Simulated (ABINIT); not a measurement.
## Cl (Cmce): G0W0 in ABINIT against the screening cutoff in the self-energy

Aim: move the screening cutoff in the self-energy of a G0W0 run on Cl (Cmce) over a wide range.

Calculated with ABINIT 10.8.3; PBE and many-body steps on it, plane waves.

Report form: the programs' logs are mostly left out.

## 1. The structure

The structure is orthorhombic, space group Cmce (No. 64). The conventional cell has a = 6.290 Å, b = 4.500 Å, c = 8.210 Å, α = 90.00°, β = 90.00°, γ = 90.00°. Nearest to Cl lie 1 Cl at 2.02 Å.

The cell and positions come from the Crystallography Open Database and are kept as given unless a step says otherwise.

## 2. Screening, 4×4×2 mesh, 360 bands, screening to 217.7 eV

This step: ABINIT 10.8.3; RPA screening on PBE, plane waves, norm-conserving pseudopotentials.

The RPA dielectric matrix is built and inverted for each q.

run.abi

```
acell 3*1.0 Angstrom
rprim 
  3.145000000000 -2.250000000000 0.000000000000
  3.145000000000 2.250000000000 0.000000000000
  0.000000000000 0.000000000000 8.210000000000
ntypat 1
znucl 17
natom 4
typat 1 1 1 1
xred 
  0.870000000000 0.130000000000 0.100000000000
  0.630000000000 0.370000000000 0.600000000000
  0.130000000000 0.870000000000 0.900000000000
  0.370000000000 0.630000000000 0.400000000000
pp_dirpath "pseudos"
pseudos "Cl.upf"
ecut 25
ngkpt 4 4 2
nshiftk 1
shiftk 0 0 0
kptopt 1
chksymbreak 0
istwfk *1
occopt 1
irdwfk 1
optdriver 3
nband 360
ecuteps 8
inclvkb 2
awtr 1
symchi 1
indata_prefix "in"
outdata_prefix "out"
tmpdata_prefix "tmp"
```

On the command line:

```
OMP_NUM_THREADS=1 mpirun -n 4 abinit run.abi > log
```

Wall time 12 min (4 MPI ranks of Arm Neoverse V2, shared host); peak memory 5.5 GiB.

This step gave:

```
ε∞ with local fields, on this mesh, along the program's q direction : 2.810
the same without local fields                                       : 3.462
plasma frequency                                                    : 18.23 eV
plane waves in the screening matrix                                 : 865
```

Local fields lower ε∞ by 19 %. On a Γ-centred mesh this coarse the value itself is usually too large, while a short band sum pulls it down.

## 3. 0.8 Ha

This step: G0W0 on PBE, plane waves, norm-conserving pseudopotentials.

Changes to run.abi since step 2:

```diff
@@ -25,8 +25,17 @@
 irdwfk 1
-optdriver 3
+optdriver 4
 nband 360
-ecuteps 8
-inclvkb 2
-awtr 1
-symchi 1
+gwcalctyp 0
+ecutsigx 25
+symsigma 1
+nkptgw 2
+kptgw 
+  0.5000000000 0.5000000000 0.0000000000
+  0.0000000000 0.0000000000 0.0000000000
+bdgw 
+  13 16
+  13 16
+ecuteps 0.8
+irdscr 1
+ppmodel 1
 indata_prefix "in"
```

Elapsed: 7.2 s, on 4 MPI ranks; peak memory 4.1 GiB.

This step gave:

```
G0W0 gap on the points computed              : 5.737 eV
starting gap on the mesh                     : 2.469 eV
k of the valence top                         : 0.5, 0.5, 0
k of the conduction bottom                   : 0, 0, 0
Z at the valence top                         : 0.828
Z at the conduction bottom                   : 0.833
least direct G0W0 gap on the computed points : 5.8 eV
```

## 4. 1.6 Ha

Changes to run.abi since step 3:

```diff
@@ -37,3 +37,3 @@
   13 16
-ecuteps 0.8
+ecuteps 1.6
 irdscr 1
```

Wall time 8.4 s (4 MPI ranks); peak memory 4.1 GiB.

This step gave:

- G0W0 gap on the points computed: 5.596 eV
- starting gap on the mesh: 2.469 eV
- k of the valence top: 0.5, 0.5, 0
- k of the conduction bottom: 0, 0, 0
- Z at the valence top: 0.813
- Z at the conduction bottom: 0.82
- least direct G0W0 gap on the computed points: 5.632 eV

## 5. 2.8 Ha

The self-energy is evaluated for the states that the input lists, and the levels follow from it, in one-shot runs by the linearised quasiparticle equation.

Changes to run.abi since step 4:

```diff
@@ -37,3 +37,3 @@
   13 16
-ecuteps 1.6
+ecuteps 2.8
 irdscr 1
```

The job ended after 16 s (4 MPI ranks; peak memory 2.9 GiB).

This step gave:

| Property | Result |
| --- | --- |
| G0W0 gap on the points computed | 5.499 eV |
| starting gap on the mesh | 2.469 eV |
| k of the valence top | 0.5, 0.5, 0 |
| k of the conduction bottom | 0, 0, 0 |
| least direct G0W0 gap on the computed points | 5.55 eV |

The gap on the mesh goes from 2.47 eV to 5.50 eV, a correction of +3.03 eV.

## 6. 4 Ha

Changes to run.abi since step 5:

```diff
@@ -37,3 +37,3 @@
   13 16
-ecuteps 2.8
+ecuteps 4
 irdscr 1
```

Run time: 38 s. Hardware: 4 MPI ranks; peak memory 3.2 GiB.

Numbers from this step:

```
G0W0 gap on the points computed              : 5.576 eV
starting gap on the mesh                     : 2.469 eV
k of the valence top                         : 0.5, 0.5, 0
k of the conduction bottom                   : 0, 0, 0
least direct G0W0 gap on the computed points : 5.628 eV
```

Against the run before, the gap moves by +0.077 eV.

## 7. 6 Ha

Changes to run.abi since step 6:

```diff
@@ -37,3 +37,3 @@
   13 16
-ecuteps 4
+ecuteps 6
 irdscr 1
```

The job ended after 1.9 min (4 MPI ranks; peak memory 5.4 GiB; 7.6 min of CPU time).

This step gave:

```
G0W0 gap on the points computed              : 5.624 eV
starting gap on the mesh                     : 2.469 eV
k of the valence top                         : 0.5, 0.5, 0
k of the conduction bottom                   : 0, 0, 0
least direct G0W0 gap on the computed points : 5.675 eV
```

Against the run before, the gap moves by +0.048 eV.

## 8. 8 Ha

Changes to run.abi since step 7:

```diff
@@ -37,3 +37,3 @@
   13 16
-ecuteps 6
+ecuteps 8
 irdscr 1
```

Wall time 4.7 min (4 MPI ranks); peak memory 7.4 GiB; 19 min of CPU time.

This step gave:

- G0W0 gap on the points computed: 5.626 eV
- starting gap on the mesh: 2.469 eV
- k of the valence top: 0.5, 0.5, 0
- k of the conduction bottom: 0, 0, 0
- least direct G0W0 gap on the computed points: 5.676 eV

Against the run before, the gap moves by +0.002 eV.

## 9. The runs together

Times are wall times on 4 MPI ranks of Arm Neoverse V2, shared host, good to a factor of about two. A run's time includes the screening step that it read.

```
   run   mesh  bands  screening cutoff (eV)  DFT gap (eV)  gap on the mesh (eV)  direct (eV)  ε∞ used    time
0.8 Ha  4×4×2    360                   21.8         2.469                 5.737        5.800     2.81  12 min
1.6 Ha  4×4×2    360                   43.5         2.469                 5.596        5.632     2.81  12 min
2.8 Ha  4×4×2    360                   76.2         2.469                 5.499        5.550     2.81  12 min
  4 Ha  4×4×2    360                  108.8         2.469                 5.576        5.628     2.81  13 min
  6 Ha  4×4×2    360                  163.3         2.469                 5.624        5.675     2.81  14 min
  8 Ha  4×4×2    360                  217.7         2.469                 5.626        5.676     2.81  17 min
```

## 10. What came out

```yaml
0p8_ha: 5.737 eV
1p6_ha: 5.596 eV
2p8_ha: 5.499 eV
4_ha: 5.576 eV
6_ha: 5.624 eV
8_ha: 5.626 eV
known_limits: not at the basis limit; coarse k mesh
```

**Reading.** The setting moved: screening cutoff in the self-energy. From 0.8 Ha to 8 Ha the gap moves by −0.11 eV, not steadily: it passes through 5.50 eV. It holds to 0.03 eV from 6 Ha on. Bands and screening cutoff are coupled, so a series along one setting does not show full convergence. Bands and cutoff are finite, so the gap is not at the basis limit. The miss can reach some tenths of an eV and take either sign; the mesh is an error of its own. In the G0W0 runs levels were corrected at 2 k points alone, so a gap called «on the mesh» is the least over those, and an edge elsewhere would be missed. The 4×4×2 mesh is coarse for this cell, which bears on the long-range parts of exchange and screening.

[Paths, hosts, dates, memory and timing lines, banners, echoed tables and standing remarks are left out of the program output.]

[Logs are printed without paths, hosts, clocks, repeated set-up lines and the standing remarks that a program may print on its own settings, such as how far it seeks lower states.]

[Runs of the session that timed out or met a known fault of the program may be left out.]

[Hosts, paths, dates, database ids (printed as entryN), source tags and the programs' standing remarks are cut or masked in the printed files.]

[G0W0 gaps are taken among the corrected bands and points alone; a level outside them can change the order at an edge.]

[Where Ansatz stands beside ABINIT at settings called matched, ABINIT's density can come from a denser mesh and the files from another edition; pairs whose starting gaps differed by over 0.03 eV were left out, so agreement reads better than it is.]
